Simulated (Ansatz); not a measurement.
# ZrZn (Pm-3m): phonons and vibrational spectra, part 2 of 2

Aim: the vibrations of ZrZn (Pm-3m), their spectra, and whether the structure is stable.

Ansatz 0.2.0; DFT PBEsol, scalar-relativistic, plane waves, PAW; PAW set soft_1.

So far. Step 3 (Relaxing to small forces for the phonons): The forces vanish by symmetry and the pressure is 0.009 GPa, within the tolerances set. The cell now holds 17.85 Å³/atom. Step 4 (Linear response at the zone centre): Before it was imposed, the acoustic sum rule was missed by 9.3e-5 eV/Å². Small misses are needed for a sound result but don't prove that mesh and cutoff are converged. The lowest optical mode is real, 180 cm⁻¹. The relaxed cell has a = 3.293 Å (conventional setting).

### 5. Phonons on a q mesh

Stability and thermal properties need the whole zone. Linear response on a 4×4×4 q mesh gives force constants as far as a supercell of that size would.

input.yaml reads:

```yaml
crystal:
  lattice:
    - [3.2925263437, 0.0, 0.0]
    - [0.0, 3.2925263437, 0.0]
    - [0.0, 0.0, 3.2925263437]
  atoms:
    - { symbol: Zr, position: [0.5, 0.5, 0.5] }
    - { symbol: Zn, position: [0.0, 0.0, 0.0] }
kpoints:
  mp_grid: { grid: [12, 12, 12] }
hamiltonian:
  xc: pbesol
  pseudopotentials: { kind: paw, azcp: { folder: soft_1 }, xc_functional: pbe }
scf:
  occupations: { method: methfessel_paxton, width: 0.2 }
output:
  eigenvalues: true
phonons:
  method: dfpt
  qmesh: [4, 4, 4]
  temperatures: { t_max: 1000, t_step: 50 }
  qpath:
    path:
      - [[0.0, 0.0, 0.0], [0.0, 0.5, 0.0], [0.5, 0.5, 0.0], [0.0, 0.0, 0.0], [0.5, 0.5, 0.5], [0.0, 0.5, 0.0]]
      - [[0.5, 0.5, 0.5], [0.5, 0.5, 0.0]]
    npoints: 10
```

Command:

```console
> ansatz run input.yaml --threads 4 --pin off --max-ram 10240MiB --backend cpu --events-out ev --progress --plain --runs-dir out
```

Numbers of over 12 decimals in the logs are rounded to 6 here.

The program printed:

```text
[...]
Crystal: 2 atoms, lattice volume = 35.693 Å³
Basis set: ecut = 420 eV, 739 PW (Γ), exchange–correlation on 48×48×48 points (8 copies of the dense FFT grid, shifted against one another)
Bands: 16, of which v1, the nominal top of the filled ones, is band 12 counted from 1 (11 counted from 0)
Symmetry: 48 space group operations
k-points: 84 of 1728
[...]
SCF iter   1: F=—  HF=-7411.151504 eV  |F-HF|=—  |Δ(HF+E_count)|=         —  Δρ=1.26e-1  dr2=4.43e0  ethr=3.10e-3  ⟨swp⟩=5.1  Hψ=7240  notcnv=0
[...]
SCF iter  10: F=-7410.167361 eV  HF=-7410.167361 eV  |F-HF|=1.82e-12  |Δ(HF+E_count)|=  6.18e-10  S|Δr|=    0.00e0  Δρ=1.05e-7  dr2=2.63e-12  ethr=1.00e-12  ⟨swp⟩=4.9  Hψ=6847  notcnv=0
SCF 1 converged in 10 iterations: F = -7410.167361 eV  dr2 = 2.63e-12
[...]
SCF iter   3: F=-7410.167361 eV  HF=-7410.167361 eV  |F-HF|=1.82e-12  |Δ(HF+E_count)|=  5.46e-12  S|Δr|=    0.00e0  Δρ=8.28e-8  dr2=2.35e-12  ethr=1.00e-12  ⟨swp⟩=3.0  Hψ=3352  notcnv=0
SCF 2 converged in 3 iterations: F = -7410.167361 eV  dr2 = 2.35e-12
phonons: the bands overlap, so this run is a metal and interpolates without the dipole-dipole term. If the crystal is really an insulator or semiconductor, its LO-TO splitting is missing
NSCF: frozen V_eff on 84 k-points
[...]
DFPT response loops at q = (0, 0, 0) (fractional): preconditioner auto → Kerker (q_TF=auto, 2.554 Å⁻¹) (partly filled bands, converged f_vac=0.000); β = 1.00, the filter's whole step (`scf.mixing.beta` (0.50) is not read by the response loops under this deck's `scf.mixing.preconditioner`; to damp them name `kerker` or `kerker_dos`, under which they read `scf.mixing.beta`, and type it under 1.00, their step now; both keys bind the ground state too); Broyden in place of MSR1
[...]
SCF converged after 10 iterations
[...]
Free energy (F): -7410.167361 eV
[...]
Internal energy: -7410.172765 eV  (E = F + TS)
E sigma→0 (E₀):  -7410.168712 eV
Entropy (-TS):   0.005404 eV (2.702 meV/atom)
Fermi energy:    13.620443 eV
[...]
--- Band table (eV; the first three rows and the last of 84) ---
  k-point 0: bands = [... 8 lower, 6.6295, 6.6295, 12.6891, 12.6891, 17.2232, 17.2232, 17.2232, 19.2285]
  k-point 1: bands = [... 8 lower, 6.6265, 6.6325, 12.7044, 12.7094, 16.7766, 16.7766, 17.2263, 18.8078]
  k-point 2: bands = [... 8 lower, 6.6183, 6.6407, 12.6755, 12.7475, 16.0085, 16.0085, 17.2347, 18.0451]
  k-point 83: bands = [... 8 lower, 6.8709, 10.7634, 10.7634, 10.7634, 14.0709, 18.7803, 18.7803, 19.6583]
--- Phonons (Γ-DFPT): 2 representative perturbations + reference (Σ response iterations 7) ---
  ASR residual: 8.752e-5 → 0.000e0 eV/Å²; symmetrization residual: 7.408e-6 eV/Å²
  ASR residual per site (eV/Å²): 1.97e-5 8.75e-5
  Γ frequencies (cm⁻¹): 0.00 0.00 0.00 179.61 179.61 179.61
--- Phonons (arbitrary-q DFPT): 10 irreducible q on the 4×4×4 mesh ---
  q = [0.0000, 0.0000, 0.0000] (star 1, of the zone-centre solve; hermiticity 3.28e-6, symmetrization 5.53e-13): -0.00 -0.00 0.00 179.61 179.61 179.61
  q = [0.0000, 0.0000, 0.2500] (star 6, 4 solved perturbations in 1848 linear systems a pass and spin channel, the states on 588 of 1728 k-point pairs; hermiticity 1.68e-6, symmetrization 1.88e-13): 79.89 79.89 106.30 169.36 169.36 190.90
[...]
q = [0.0000, 0.2500, -0.5000] (star 12, 6 solved perturbations on 588 of 1728 k-point pairs; hermiticity 2.25e-6, symmetrization 9.66e-14): 85.43 105.26 114.33 147.87 219.57 232.03
[...]
sum rule: each row above includes the acoustic sum rule's correction from the zone centre's row sums; it moved no ω² by more than (0.60 cm⁻¹)²
  mesh force constants: q→R imaginary residual 3.37e-18; ASR residual 8.752e-5 → 0.000e0 eV/Å²; symmetrization residual 3.553e-15 eV/Å²
  interpolated dispersion: 62 rows × 6 modes
  density of states and harmonic sums: on the 20×20×20 q-mesh, interpolated from the force constants of a 4×4×4 supercell (no non-analytic term)
  largest difference from the sums on the solved wave vectors: F 1.20e-2 eV, S 1.60e-5 and C_V 4.01e-6 eV/K
  zero-point energy: 0.055837 eV/cell   skipped modes (ω ≤ 0): 3   left out of the sums: 6.25e-5 of the cell's modes: C_V's classical limit lies that fraction below 3 k_B per atom; for a crystal, a wire or a layer, F and S can be off by more, and a phonons.interpolated_qmesh denser along its periods is the remedy for the sampling
```

Elapsed: 3.5 min, on 4 threads of Arm Neoverse V2, shared host; peak memory 1.7 GiB; 14 min of CPU time.

This step gave:

```yaml
sum_rule_residual_before_enforcement: 8.75e-5 eV/Å²
lowest_frequency_on_the_path: 0 cm⁻¹
highest_frequency_on_the_path_or_at_a_solved_wavevector: 254.1 cm⁻¹
mean_frequency: 150.1 cm⁻¹
debye_temperature_second_moment: 298 K
logarithmic_mean_frequency: 138 cm⁻¹
lowest_mode_on_the_q_mesh_acoustic_modes_at_gamma_apart: 46.31 cm⁻¹
zero_point_energy_per_atom: 27.92 meV
heat_capacity_at_300_k: 23.76 J/(mol atoms K)
vibrational_entropy_at_300_k: 35.84 J/(mol atoms K)
```

Frequencies (cm⁻¹) solved at each irreducible wavevector; negative means imaginary. Frequencies by wavevector, by row:

```csv
q in reciprocal lattice units,star,mode 1,mode 2,mode 3,mode 4,mode 5,mode 6
0 0 0,1,0,0,0,179.6,179.6,179.6
0 0 0.25,6,79.9,79.9,106.3,169.4,169.4,190.9
0 0 -0.5,3,131.3,131.3,146.8,146.8,155.9,201.3
0 0.25 0.25,12,46.3,101.1,142.9,163.3,171.5,217.6
0 0.25 -0.5,12,85.4,105.3,114.3,147.9,219.6,232
0 -0.5 -0.5,3,60.4,60.4,91.1,149.2,254.1,254.1
0.25 0.25 0.25,8,98,98,105.7,196.3,205,205
0.25 0.25 -0.5,12,61.8,110.9,152.4,175.8,218.9,233.6
0.25 -0.5 -0.5,6,109.5,109.5,157.6,170.6,237.1,237.1
-0.5 -0.5 -0.5,1,160.4,160.4,160.4,205.6,205.6,205.6
```

Interpolated from a 4×4×4 q mesh. Phonon branches along the path, in cm⁻¹:

```csv
point,branch 1,branch 2,branch 3,branch 4,branch 5,branch 6
Γ,0,0,0,180,180,180
halfway,80,80,106,169,169,191
X,131,131,147,147,156,201
halfway,85,105,114,148,220,232
M,60,60,91,149,254,254
halfway,46,101,143,163,172,218
Γ,0,0,0,180,180,180
halfway,98,98,106,196,205,205
R,160,160,160,206,206,206
halfway,62,111,152,176,219,234
X,131,131,147,147,156,201
jump to R,160,160,160,206,206,206
halfway,109,109,158,171,237,237
M,60,60,91,149,254,254
```

The phonon branches as a text plot (rows in cm⁻¹):

```
    249 |            *****                                    ***
    238 |           **   **                        **        *
    228 |          **     ***              **     *  **    **
    217 |         *          *           *** *   ****  *
    206 |       ** *          *         *** ******   *  ***
    196 |   ****  *        **  *     ****         *   *    *
    185 |***                    ** **              *   *    *
    175 |***                 * *****                *        *
    164 |   ***  *           ***    *  *      ****   *  * ***
    154 |      **   ********* *      **      *  * *****  **  ****
    143 |       ****         **             **   *     ***
    132 |     * ***                  ***   *     *     *** *  *
    122 |    * * ***       **               *     *   * *   *
    111 |   * *     *     ***  *         **       ****       * *
    101 |         *  **  *   *          *  *                    *
     90 |    *     **  ***    *     *    **        *   *
     79 |   *       **                 *                      *
     69 |  *         ** *      **                     *        *
     58 |              ****          **             **          *
     48 | **               ***  *  **
     37 | *                   ** *
     26 |*                      ** *
     16 |*                       *
      5 |                         *
         Γ      X      M          Γ            R        X|R     M
```

The phonon density of states has structure finer than the step of the table below, so its rows give means over 10 cm⁻¹, whole bins alone (the curve runs from 1 to 255 cm⁻¹). Peaks (cm⁻¹: height): 65.0: 0.0486, 105.0: 0.0391, 129.0: 0.0381, 149.0: 0.0611, 223.0: 0.0425.

Tetrahedra on a 20×20×20 mesh, mean over bins of 2 cm-1. Interpolated from a 4×4×4 q mesh. Phonon density of states against wavenumber; means over each step:

```csv
wavenumber (cm⁻¹),phonon density of states (1/cm⁻¹/cell)
10,8.9e-5
20,5.6e-4
30,0.00157
40,0.00354
50,0.00743
60,0.0260
70,0.0321
80,0.0229
90,0.0242
100,0.0329
110,0.0353
120,0.0276
130,0.0347
140,0.0284
150,0.0450
160,0.0399
170,0.0294
180,0.0253
190,0.0213
200,0.0243
210,0.0266
220,0.0383
230,0.0400
240,0.0234
250,0.00907
```

The partial phonon density of states has structure finer than the step of the table below, so its rows give means over 10 cm⁻¹, whole bins alone (the curve runs from -10 to 271 cm⁻¹). Peaks (cm⁻¹: height): Zn 64.3: 0.0213, 108.5: 0.0226, 129.7: 0.0197, 151.0: 0.0527, 221.7: 0.0161; Zr 64.3: 0.0186, 108.5: 0.0238, 120.9: 0.0176, 129.7: 0.0189, 212.9: 0.0210, 221.7: 0.0285, 228.8: 0.0279.

Phonopy on the run's constants, 17x17x17 mesh, Gaussian sigma 2.0 cm-1. Interpolated from a 4×4×4 q mesh. Partial phonon density of states against wavenumber; means over each step; values in 1/cm⁻¹/cell:

```csv
wavenumber (cm⁻¹),Zn,Zr
0,2.6e-5,3.3e-5
10,3.6e-5,5.1e-5
20,2.6e-4,3.5e-4
30,8.1e-4,0.00104
40,0.00173,0.00206
50,0.00388,0.00398
60,0.0140,0.0126
70,0.0163,0.0147
80,0.0117,0.0108
90,0.0121,0.0117
100,0.0152,0.0168
110,0.0172,0.0190
120,0.0138,0.0147
130,0.0171,0.0171
140,0.0149,0.0108
150,0.0413,0.00872
160,0.0259,0.0121
170,0.0150,0.0137
180,0.0120,0.0140
190,0.00816,0.0122
200,0.00923,0.0156
210,0.0105,0.0175
220,0.0135,0.0233
230,0.0135,0.0251
240,0.00840,0.0157
250,0.00342,0.00636
260,9.4e-5,1.8e-4
```

Second derivatives of the energy by pair, one row for each kind of neighbour of each atom listed. Each entry sums the pair over the periodic images of the supercell that the q mesh stands for, and in a polar crystal it holds the long-range dipole part too. Force constants by pair, by row:

```csv
atom,neighbour,distance (Å),third of the trace (eV/Å²),along the pair's line (eV/Å²)
Zr1,itself,0,9.352,–
Zr1,Zn,2.851,-0.5897,-2.614
Zr1,Zr,3.293,-0.8111,-2.304
Zr1,Zr,4.656,-0.0017,0.1922
Zr1,Zn,5.46,0.0107,0.0502
Zr1,Zr,5.703,-0.0456,-0.1254
Zr1,Zr,6.585,0.0584,0.0789
Zr1,Zn,7.176,8.00e-4,0.0138
Zr1,Zr,7.362,0.0256,0.0737
Zn2,itself,0,5.661,–
Zn2,Zr,2.851,-0.5897,-2.614
Zn2,Zn,3.293,-0.1297,-0.2599
Zn2,Zn,4.656,-0.0159,-0.0712
Zn2,Zr,5.46,0.0107,0.0502
Zn2,Zn,5.703,-0.0091,0.0054
Zn2,Zn,6.585,-0.0324,-0.0634
Zn2,Zr,7.176,8.00e-4,0.0138
Zn2,Zn,7.362,-4.00e-4,0.0036
```

Harmonic thermodynamic functions per atom, from the density of states. Interpolated from a 4×4×4 q mesh. Thermodynamic functions, by row:

```csv
T (K),F_vib (meV/atom),S (J/mol-atom/K),C_V (J/mol-atom/K)
0,27.92,0,0
50,27.35,3.795,8.028
100,23.14,12.51,16.99
200,2.44,26.45,22.42
300,-30.12,35.84,23.76
400,-71.01,42.76,24.27
500,-118.2,48.2,24.51
600,-170.6,52.68,24.64
700,-227.2,56.48,24.72
800,-287.5,59.79,24.77
900,-351,62.71,24.81
1000,-417.4,65.32,24.83
```

Harmonic mean-square displacement, third of the trace. Interpolated from a 4×4×4 q mesh. Mean square displacements, by row:

```csv
T (K),Zr1 U_eq (Å²),Zn2 U_eq (Å²)
0,0.00146,0.00212
100,0.00252,0.00363
300,0.00649,0.00937
600,0.01276,0.01844
```

Symmetry leaves 10 wavevectors to solve. The lowest mode among them, the acoustic zeros apart, lies at q = (0, 0.25, 0.25) and is real, 46.3 cm⁻¹.

### 6. Isotope substitution, element Zn, natural mass 65.38 amu

An isotope changes the mass and not the force constants, so no new electronic calculation is needed; the shifts show which modes move this element.

The same force constants with the mass of Zn changed from 65.380 to 67.925 u (phonopy, no LO-TO term). Both lists are sorted by frequency; levels can cross, so a row need not hold one and the same mode. Modes under 3 cm⁻¹ are left out. Isotope shifts, by row:

```csv
q,rank,natural mass (cm⁻¹),changed mass (cm⁻¹)
0 0 0,4,179.6,177.6
0 0 0,5,179.6,177.6
0 0 0,6,179.6,177.6
0 0 0.25,1,79.89,79.3
0 0 0.25,2,79.89,79.3
0 0 0.25,3,106.3,105.1
0 0 0.25,4,169.4,167.4
0 0 0.25,5,169.4,167.4
0 0 0.25,6,190.9,189.3
0 0 -0.5,1,131.3,131.3
0 0 -0.5,2,131.3,131.3
0 0 -0.5,3,146.8,144
0 0 -0.5,4,146.8,144
0 0 -0.5,5,155.9,152.9
0 0 -0.5,6,201.3,201.3
0 0.25 0.25,1,46.31,45.82
0 0.25 0.25,2,101.1,100.5
0 0.25 0.25,3,142.9,141.2
0 0.25 0.25,4,163.3,161.2
0 0.25 0.25,5,171.5,170.2
0 0.25 0.25,6,217.6,215.7
```

A mode of this element alone would shift by -1.89 %. The highest zone-centre frequency without the field goes from 179.6 to 177.6 cm⁻¹ (-1.1 %). The product of the frequency ratios over all optical modes at Γ is 0.967; the product rule, (m/m′)^(3k/2) (M′/M)^(3/2) with k = 1 such atoms and M the mass of the cell, gives 0.967.

### 7. Another isotope, element Zr, natural mass 91.222 amu

The same for Zr, from 91.22 to 95.91 u.

A mode of this element alone would shift by -2.47 %. The highest zone-centre frequency without the field goes from 179.6 to 177.8 cm⁻¹ (-1.0 %). The product of the frequency ratios over all optical modes at Γ is 0.970; the product rule, (m/m′)^(3k/2) (M′/M)^(3/2) with k = 1 such atoms and M the mass of the cell, gives 0.970.

### 8. Results

| Item | Value |
| --- | --- |
| space group after relaxation (within 0.01 Å) | Pm-3m |
| volume per atom | 17.8 Å³ |
| electronic character | no gap on this mesh |
| highest optical mode at the zone centre (no LO-TO term) | 180 cm⁻¹ |
| lowest optical zone-centre mode | 180 cm⁻¹ |
| lowest mode on the q mesh (acoustic modes at Γ apart) | 46.3 cm⁻¹ |
| highest frequency on the path or at a solved wavevector | 254 cm⁻¹ |
| zero-point energy per atom | 27.9 meV |
| heat capacity at 300 K | 23.8 J/(mol atoms K) |
| vibrational entropy at 300 K | 35.8 J/(mol atoms K) |
| Debye temperature (second moment) | 298 K |
| imaginary modes on the 4×4×4 q mesh | none |

The structure is a minimum as far as tested: no mode is imaginary at the 10 irreducible wavevectors of the 4×4×4 mesh, and the softest away from the acoustic zeros lies at 46 cm⁻¹. The optical modes at Γ form one degenerate level at 180 cm⁻¹. With no gap, or one that is small against the smearing, the frequencies hang on the k mesh and the smearing, most of all near Kohn anomalies. The PAW files were made for PBE and serve the other functionals too. These are harmonic frequencies at zero temperature: anharmonic shifts, linewidths and thermal expansion are left out.

[Logs are printed without paths, hosts, clocks, repeated set-up lines and the standing remarks that a program may print on its own settings, such as how far it seeks lower states.]

[Hosts, paths, dates, database ids (printed as entryN), source tags and the programs' standing remarks are cut or masked in the printed files.]
